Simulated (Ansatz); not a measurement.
# S on Mg(0001): change of the work function

Wanted: Δφ(θ) for S/Mg(0001), starting from the fcc site.

Method: plane-wave DFT, PBE, Ansatz PAW, in Ansatz 0.2.0.

Report form: inputs, costs, results and the conclusion, without the logs.

## Step 1: The structure

The cell holds 4 atoms: 4 Mg. Its edges and angles: a = 3.210 Å, b = 3.210 Å, c = 25.820 Å, α = 90.0°, β = 90.0°, γ = 60.0°. Vacuum lies along c.

## Step 2: The clean slab

The bare slab comes first, as the zero from which every change is counted. The two lowest layers are held at bulk places and the upper ones relax. The dipole correction removes the false field that a one-sided slab makes across the periodic vacuum, so each face gets a flat vacuum level of its own.

The input, input.yaml:

```yaml
crystal:
  lattice:
    - [3.21, 0.0, 0.0]
    - [1.605, 2.7799415461, 0.0]
    - [0.0, 0.0, 25.81956]
  atoms:
    - { symbol: Mg, position: [0.6666666667, 0.6666666667, 0.3485729424] }
    - { symbol: Mg, position: [0.0, 0.0, 0.4495243141] }
    - { symbol: Mg, position: [0.6666666667, 0.6666666667, 0.5504756859] }
    - { symbol: Mg, position: [0.0, 0.0, 0.6514270576] }
kpoints:
  mp_grid: { grid: [12, 12, 1] }
hamiltonian:
  xc: pbe
scf:
  occupations: { method: fermi_dirac, width: 0.1 }
  convergence: { dr2_threshold: 1.0e-08 }
efield:
  axis: 3
  dipole_correction: true
  ramp_position: 0.97
  ramp_width: 0.06
relax:
  f_tol: 0.02
  max_steps: 60
  constraints: [{ sites: [0, 1] }]
output:
  write_potential: true
  write_density: true
  volumetric_format: npy
```

Command:

```sh
$ ansatz run input.yaml --threads 4 --pin off --max-ram 16384MiB --backend cpu --events-out ev --progress --plain --runs-dir out
```

Run time: 5.2 s. Hardware: 4 threads of Arm Neoverse V1, shared host; peak memory 0.47 GiB; 16 s of CPU time.

Relaxation path:

```csv
step,energy less that of the first step (eV),largest force component (eV/Å)
1,0.0000,0.0442
2,-0.0007,0.0154
```

Forces are held to the 6 operations that the program found; a distortion that breaks them can't arise in this run.

The atoms that moved most (Å):

```csv
atom,dx,dy,dz,length
Mg4,0.000,0.000,0.029,0.029
Mg3,0.000,0.000,0.005,0.005
```

The relaxed structure:

```xyz
4
Lattice="3.2100 0.0000 0.0000 1.6050 2.7799 0.0000 0.0000 0.0000 25.8196" Properties=species:S:1:pos:R:3
Mg    3.2100    1.8533    9.0000
Mg    0.0000    0.0000   11.6065
Mg    3.2100    1.8533   14.2181
Mg    0.0000    0.0000   16.8482
```

This step gave:

| Quantity | Value |
| --- | --- |
| energy at zero smearing | -7694.5790 eV |
| work function, upper face | 3.787 eV |
| dipole along the normal | 2.19e-4 e·Å |

Running mean over 2.60652 Å of the planar mean; the ramp of the sawtooth is left out. Table of electron's electrostatic potential energy less the Fermi level by z:

```csv
z (Å),electron's electrostatic potential energy less the Fermi level (eV)
3.5,3.79
4.0,3.79
4.5,3.79
5.0,3.78
5.5,3.74
6.0,3.64
6.5,3.35
7.0,2.60
7.5,0.686
8.0,-2.09
8.5,-3.58
9.0,-4.02
9.5,-4.07
10.0,-4.04
10.5,-4.02
11.0,-4.01
11.5,-4.00
12.0,-3.99
12.5,-3.98
13.0,-3.98
13.5,-3.99
14.0,-4.00
14.5,-3.99
15.0,-3.95
15.5,-3.89
16.0,-3.97
16.5,-4.06
17.0,-3.95
17.5,-3.30
18.0,-1.31
18.5,1.45
19.0,2.90
19.5,3.47
20.0,3.68
20.5,3.75
21.0,3.78
21.5,3.78
22.0,3.79
22.5,3.79
```

The relaxation took 2 steps and lowered the energy by 7.4e-4 eV; the largest force on the free atoms ends at 0.015 eV/Å.

The work function of the upper face is 3.79 eV.

## Step 3: Adsorbate added, k-mesh 4×4×1, coverage 0.111 ML

System of this step: S/Mg(0001). The cell holds 37 atoms: 36 Mg and 1 S. Cell: a = 9.630 Å, b = 9.630 Å, c = 27.576 Å, α = 90.0°, β = 90.0°, γ = 60.0°. Vacuum lies along c.

The clean slab as it ended is repeated in the plane and the adsorbate is set on one face; the cell's size fixes the coverage, and the k-mesh shrinks with it to keep the sampling density about even. Adsorbate and upper layers relax, since the dipole depends on the height.

The input, input.yaml:

```yaml
crystal:
  lattice:
    - [9.6299999999, 0.0, 0.0]
    - [4.815, 8.3398246384, 0.0]
    - [0.0, 0.0, 27.5760900775]
  atoms:
    - { symbol: Mg, position: [0.2222222222, 0.2222222222, 0.3263696911] }
    - { symbol: Mg, position: [0.0, 0.0, 0.4208907052] }
    - { symbol: Mg, position: [0.2222222222, 0.2222222222, 0.5155965706] }
    - { symbol: Mg, position: [0.0, 0.0, 0.610973011] }
    - { symbol: Mg, position: [0.2222222222, 0.5555555556, 0.3263696911] }
    - { symbol: Mg, position: [0.0, 0.3333333333, 0.4208907052] }
    - { symbol: Mg, position: [0.2222222222, 0.5555555556, 0.5155965706] }
    - { symbol: Mg, position: [0.0, 0.3333333333, 0.610973011] }
[... 25 atom lines left out ...]
    - { symbol: Mg, position: [0.6666666667, 0.6666666667, 0.4208907052] }
    - { symbol: Mg, position: [0.8888888889, 0.8888888889, 0.5155965706] }
    - { symbol: Mg, position: [0.6666666667, 0.6666666667, 0.610973011] }
    - { symbol: S, position: [0.1111111111, 0.1111111111, 0.6736303089] }
kpoints:
  mp_grid: { grid: [4, 4, 1] }
hamiltonian:
  xc: pbe
scf:
  occupations: { method: fermi_dirac, width: 0.1 }
  convergence: { dr2_threshold: 1.0e-08 }
efield:
  axis: 3
  dipole_correction: true
  ramp_position: 0.97
  ramp_width: 0.06
relax:
  f_tol: 0.02
  max_steps: 60
  constraints:
    - { sites: [0, 1, 4, 5, 8, 9, 12, 13, 16, 17, 20, 21, 24, 25, 28, 29, 32, 33] }
output:
  write_potential: true
  write_density: true
  volumetric_format: npy
```

It took 5.3 min on 4 threads; peak memory 7.8 GiB; 17 min of CPU time.

Relaxation path:

```csv
step,energy less that of the first step (eV),largest force component (eV/Å)
1,0.0000,1.0366
2,-0.1219,0.3498
3,-0.1398,0.0696
4,-0.1409,0.0224
5,-0.1412,0.0009
```

The run keeps the 6 symmetry operations that the program found, so distortions that break them were not tested.

The atoms that moved most (Å):

```csv
atom,dx,dy,dz,length
S37,0.000,0.000,-0.128,0.128
Mg4,-0.049,-0.028,0.098,0.113
Mg16,0.049,-0.028,0.098,0.113
Mg8,0.000,0.056,0.098,0.113
Mg32,-0.048,0.027,-0.085,0.101
Mg24,0.000,-0.055,-0.085,0.101
Mg20,0.048,0.027,-0.085,0.101
Mg19,-0.003,-0.002,-0.058,0.058
```

Final coordinates:

```xyz
37
Lattice="9.6300 0.0000 0.0000 4.8150 8.3398 0.0000 0.0000 0.0000 27.5761" Properties=species:S:1:pos:R:3
Mg    3.2100    1.8533    9.0000
Mg    0.0000    0.0000   11.6065
Mg    3.2065    1.8512   14.2361
Mg   -0.0486   -0.0281   16.9460
Mg    4.8150    4.6332    9.0000
Mg    1.6050    2.7799   11.6065
Mg    4.8179    4.6316   14.1605
Mg    1.6050    2.8360   16.9460
Mg    6.4200    7.4132    9.0000
Mg    3.2100    5.5599   11.6065
Mg    6.4200    7.4173   14.2361
Mg    3.2175    5.5556   16.8303
Mg    6.4200    1.8533    9.0000
Mg    3.2100    0.0000   11.6065
Mg    6.4200    1.8566   14.1605
Mg    3.2586   -0.0281   16.9460
Mg    8.0250    4.6332    9.0000
Mg    4.8150    2.7799   11.6065
Mg    8.0221    4.6316   14.1605
Mg    4.8626    2.8074   16.7633
Mg    9.6300    7.4132    9.0000
Mg    6.4200    5.5599   11.6065
Mg    9.6227    7.4174   14.2302
Mg    6.4200    5.5049   16.7633
Mg    9.6300    1.8533    9.0000
Mg    6.4200    0.0000   11.6065
Mg    9.6335    1.8512   14.2361
Mg    6.4200    0.0087   16.8303
Mg   11.2350    4.6332    9.0000
Mg    8.0250    2.7799   11.6065
Mg   11.2350    4.6248   14.2302
Mg    7.9774    2.8074   16.7633
Mg   12.8400    7.4132    9.0000
Mg    9.6300    5.5599   11.6065
Mg   12.8473    7.4174   14.2302
Mg    9.6225    5.5556   16.8303
S     1.6050    0.9266   18.4478
```

Read from the output:

* energy at zero smearing: -70155.3128 eV
* work function, upper face: 4.229 eV
* work function, lower face: 3.757 eV
* dipole along the normal: -0.2095 e·Å
* step between the vacuum levels: 0.4719 eV

Running mean over 2.60652 Å of the planar mean; the ramp of the sawtooth is left out. The electron's electrostatic potential energy less the Fermi level by z:

```csv
z (Å),electron's electrostatic potential energy less the Fermi level (eV)
4,3.76
5,3.74
6,3.61
7,2.57
8,-2.11
9,-4.03
10,-4.04
11,-4.02
12,-4.02
13,-4.04
14,-4.02
15,-3.96
16,-3.95
17,-4.15
18,-1.76
19,2.57
20,3.85
21,4.20
22,4.23
23,4.23
24,4.23
```

The relaxation took 5 steps and lowered the energy by 0.14 eV; the largest force on the free atoms ends at 9.2e-4 eV/Å.

The covered face has 4.23 eV, +0.44 eV against the clean one; the bare back face has moved by -0.03 eV, a measure of how thin the slab is.

## Step 4: The covered slab, k-mesh 6×6×1, coverage 0.25 ML

System of this step: S/Mg(0001). The cell holds 17 atoms: 16 Mg and 1 S. Its edges and angles: a = 6.420 Å, b = 6.420 Å, c = 27.576 Å, α = 90.0°, β = 90.0°, γ = 60.0°. Vacuum lies along c.

Another coverage, to see how the dipoles act on each other as their distance changes.

The input, input.yaml:

```yaml
crystal:
  lattice:
    - [6.4199999999, 0.0, 0.0]
    - [3.21, 5.5598830922, 0.0]
    - [0.0, 0.0, 27.5760900775]
  atoms:
    - { symbol: Mg, position: [0.3333333333, 0.3333333333, 0.3263696911] }
    - { symbol: Mg, position: [0.0, 0.0, 0.4208907052] }
    - { symbol: Mg, position: [0.3333333333, 0.3333333333, 0.5155965706] }
    - { symbol: Mg, position: [0.0, 0.0, 0.610973011] }
    - { symbol: Mg, position: [0.3333333333, 0.8333333333, 0.3263696911] }
    - { symbol: Mg, position: [0.0, 0.5, 0.4208907052] }
    - { symbol: Mg, position: [0.3333333333, 0.8333333333, 0.5155965706] }
    - { symbol: Mg, position: [0.0, 0.5, 0.610973011] }
    - { symbol: Mg, position: [0.8333333333, 0.3333333333, 0.3263696911] }
    - { symbol: Mg, position: [0.5, 0.0, 0.4208907052] }
    - { symbol: Mg, position: [0.8333333333, 0.3333333333, 0.5155965706] }
    - { symbol: Mg, position: [0.5, 0.0, 0.610973011] }
    - { symbol: Mg, position: [0.8333333333, 0.8333333333, 0.3263696911] }
    - { symbol: Mg, position: [0.5, 0.5, 0.4208907052] }
    - { symbol: Mg, position: [0.8333333333, 0.8333333333, 0.5155965706] }
    - { symbol: Mg, position: [0.5, 0.5, 0.610973011] }
    - { symbol: S, position: [0.1666666667, 0.1666666667, 0.6736303089] }
kpoints:
  mp_grid: { grid: [6, 6, 1] }
hamiltonian:
  xc: pbe
scf:
  occupations: { method: fermi_dirac, width: 0.1 }
  convergence: { dr2_threshold: 1.0e-08 }
efield:
  axis: 3
  dipole_correction: true
  ramp_position: 0.97
  ramp_width: 0.06
relax:
  f_tol: 0.02
  max_steps: 60
  constraints: [{ sites: [0, 1, 4, 5, 8, 9, 12, 13] }]
output:
  dos: { projected: true, e_range: [-8, 4] }
  write_potential: true
  write_density: true
  volumetric_format: npy
  elf: true
```

The job ended after 84 s (4 threads; peak memory 2.4 GiB).

Step by step:

```csv
step,energy less that of the first step (eV),largest force component (eV/Å)
1,0.0000,1.1101
2,-0.1094,0.3471
3,-0.1195,0.3039
4,-0.1319,0.0206
5,-0.1320,0.0012
```

The run keeps the 6 symmetry operations that the program found, so distortions that break them were not tested.

The atoms that moved most (Å):

```csv
atom,dx,dy,dz,length
Mg16,0.000,0.000,-0.205,0.205
S17,0.000,0.000,-0.152,0.152
Mg8,0.000,0.030,0.054,0.062
Mg4,-0.026,-0.015,0.054,0.062
Mg12,0.026,-0.015,0.054,0.062
Mg15,0.000,0.000,0.048,0.048
Mg11,0.016,-0.009,-0.036,0.041
Mg3,-0.016,-0.009,-0.036,0.041
```

The relaxed structure:

```
Mg S
1.0
     6.42000    0.00000    0.00000
     3.21000    5.55988    0.00000
     0.00000    0.00000   27.57609
Mg S
16 1
Direct
  0.33333 0.33333 0.32637
  0.00000 0.00000 0.42089
  0.33165 0.33165 0.51428
  0.99734 0.99734 0.61293
  0.33333 0.83333 0.32637
  0.00000 0.50000 0.42089
  0.33165 0.83670 0.51428
  0.99734 0.50532 0.61293
  0.83333 0.33333 0.32637
  0.50000 0.00000 0.42089
  0.83670 0.33165 0.51428
  0.50532 0.99734 0.61293
  0.83333 0.83333 0.32637
  0.50000 0.50000 0.42089
  0.83333 0.83333 0.51734
  0.50000 0.50000 0.60355
  0.16667 0.16667 0.66813
```

Numbers from this step:

```
energy at zero smearing        : -31682.3755 eV
work function, upper face      : 4.799 eV
work function, lower face      : 3.751 eV
dipole along the normal        : -0.2069 e·Å
step between the vacuum levels : 1.049 eV
```

The density of states has structure finer than the step of the table below, so its rows give means over 0.25 eV. Peaks (eV: height): -2.800: 17.4, -2.500: 30.4, -1.650: 14.9, -1.530: 13.3, -0.540: 12.9, -0.180: 17.3, 1.080: 14.2.

The density of states by energy, zero at the Fermi level; means over each step:

```csv
energy (eV),density of states (states/eV a cell)
-6.75,0
-6.50,0.865
-6.25,1.50
-6.00,1.50
-5.75,1.84
-5.50,3.65
-5.25,3.06
-5.00,3.44
-4.75,3.05
-4.50,2.04
-4.25,6.57
-4.00,5.53
-3.75,5.17
-3.50,7.61
-3.25,8.36
-3.00,6.44
-2.75,7.65
-2.50,10.3
-2.25,5.79
-2.00,4.76
-1.75,8.49
-1.50,7.63
-1.25,5.10
-1.00,7.27
-0.75,6.26
-0.50,8.49
-0.25,8.94
0.00,6.97
0.25,7.68
0.50,6.46
0.75,5.15
1.00,10.1
1.25,8.68
1.50,8.35
1.75,8.64
```

Projected DOS per atom over height of the atomic layer and energy from the Fermi level. Layers: Mg4 Mg4 Mg4 Mg4 S from below.

Ten even steps from '0' (0.00 states/eV) to '9' (3.16 states/eV), each cell a mean:
```
00000
00000
00000
00000
00000
00001
00001
10002
00002
11006
00106
00019
00004
10011
00000
00000
00000
00000
00000
00000
00000
00000
```
Columns: height of the atomic layer (Å) from 9 to 18.4 (not evenly spaced); rows upwards: energy from the Fermi level (eV) from -7.96 to 1.95.

Valence density in the ca plane at fractional y = 0.000, with atoms of Mg within 0.2 Å of it. It is the smooth field of the valence electrons, not physical close to the nuclei.

Ten steps, logarithmic in the rise over the least value, from '0' (0 e/Å³) to '9' (24 e/Å³), each cell a mean:
```
00015884000000000037971000000000000000000000
00001331000000000013420000000000000000000000
00000000000000000000000000000000000000000000
00000000000000000000000000000000000000000000
00000000000000000000000000000000000000000000
00000000000000000000000000000000000000000000
00002431000000000013430000000000000000000000
00015984000000000037971000000000000000000000
00016995100000000038972000000000000000000000
00014762000000000015641110000000000000000000
00001110000000000001111111000000000000000000
00000000000000000000011222100000000000000000
00000000000000000000011222100000000000000000
00000000000000000000011222100000000000000000
00001110000000000001111111000000000000000000
00013662000000000015641110000000000000000000
00016995100000000038972000000000000000000000
```
Columns run along c (16.0 Å, from fractional 0.35 to 0.93 of the cell), rows up along a (6.4 Å). Atoms in or near the plane, at fractional coordinates: Mg at (0.42, 0.00), Mg at (0.61, 0.00), Mg at (0.42, 0.50), Mg at (0.61, 0.51).

ELF in the ca plane at fractional y = 0.000, with atoms of Mg within 0.2 Å of it. It is the smooth field of the valence electrons, not physical close to the nuclei.

Ten even steps from '0' (0.00) to '9' (0.84), each cell a mean:
```
76314442157777775124341011100000000000000000
66511221256655665302320110000000000000000000
45542113565311245532123421000000000000000000
24566666554100134567788741000000000000000000
24566656554100135567788641000000000000000000
45542112565321245532123421000000000000000000
66411321256665665312320110000000000000000000
76314442157777775124341011100000000000000000
76314343157778776124341244321000000000000000
76412441157777776213431587653100000000000000
56531111466433566410115999874210000000000000
35554335664100256432258999986310000000000000
24566666653000145433468999986420000000000000
35554345664100256432258999986310000000000000
56521111466433566410115999874210000000000000
76412441157777776213431587653100000000000000
76314333157788775124241144321000000000000000
```
Columns run along c (16.0 Å, from fractional 0.35 to 0.93 of the cell), rows up along a (6.4 Å). Atoms in or near the plane, at fractional coordinates: Mg at (0.42, 0.00), Mg at (0.61, 0.00), Mg at (0.42, 0.50), Mg at (0.61, 0.51).

Electrostatic potential energy in the ca plane at fractional y = 0.000, with atoms of Mg within 0.2 Å of it. With pseudopotentials it is smooth inside the atoms' cores, unlike the true potential.

Ten even steps from '0' (-49 eV) to '9' (4 eV), each cell a mean:
```
99872004799999999850006899999999999999999999
99986457899999999875357899999999999999999999
89998888999888899988888999999999999999999999
89999999999877889999999999999999999999999999
89999999999877889999999999999999999999999999
89998888999888899988788999999999999999999999
99986447899999999875357899999999999999999999
99872004799999999850016899999999999999999999
99861003799999999840006899999999999999999999
99874125899999999863137899999999999999999999
99987678899888999987778999999999999999999999
89999889999888899998889888999999999999999999
89999999998877899999999878999999999999999999
89999889999888899998889888999999999999999999
99987678899888999987778999999999999999999999
99874125899999999863137899999999999999999999
99861003799999999840006899999999999999999999
```
Columns run along c (16.0 Å, from fractional 0.35 to 0.93 of the cell; values clipped at the 3rd and 97th percentile), rows up along a (6.4 Å). Atoms in or near the plane, at fractional coordinates: Mg at (0.42, 0.00), Mg at (0.61, 0.00), Mg at (0.42, 0.50), Mg at (0.61, 0.51).

The relaxation took 5 steps and lowered the energy by 0.13 eV; the largest force on the free atoms ends at 0.0012 eV/Å.

By hand: a sheet of dipoles makes a step −p/(ε₀A) in the electron's potential. With e/ε₀ = 180.95 V·Å, p = -0.2069 e·Å and A = 35.69 Å², that is −180.95 × (-0.2069) / 35.69 = +1.049 eV, and the two vacuum levels of the run differ by +1.049 eV.

The covered face has 4.80 eV, +1.01 eV against the clean one; the bare back face has moved by -0.04 eV, a measure of how thin the slab is.

[end of part 1 of 2]

[Long decimals in the printed logs are rounded to 6 places.]

[Logs are printed without paths, hosts, clocks, repeated set-up lines and the standing remarks that a program may print on its own settings, such as how far it seeks lower states.]

[Hosts, paths, dates, database ids (printed as entryN), source tags and the programs' standing remarks are cut or masked in the printed files.]

[Maps of the electrostatic potential energy from Ansatz leave out the sawtooth potential of an applied field or a dipole correction, so their vacuum need not be flat; planar profiles and work functions include it.]
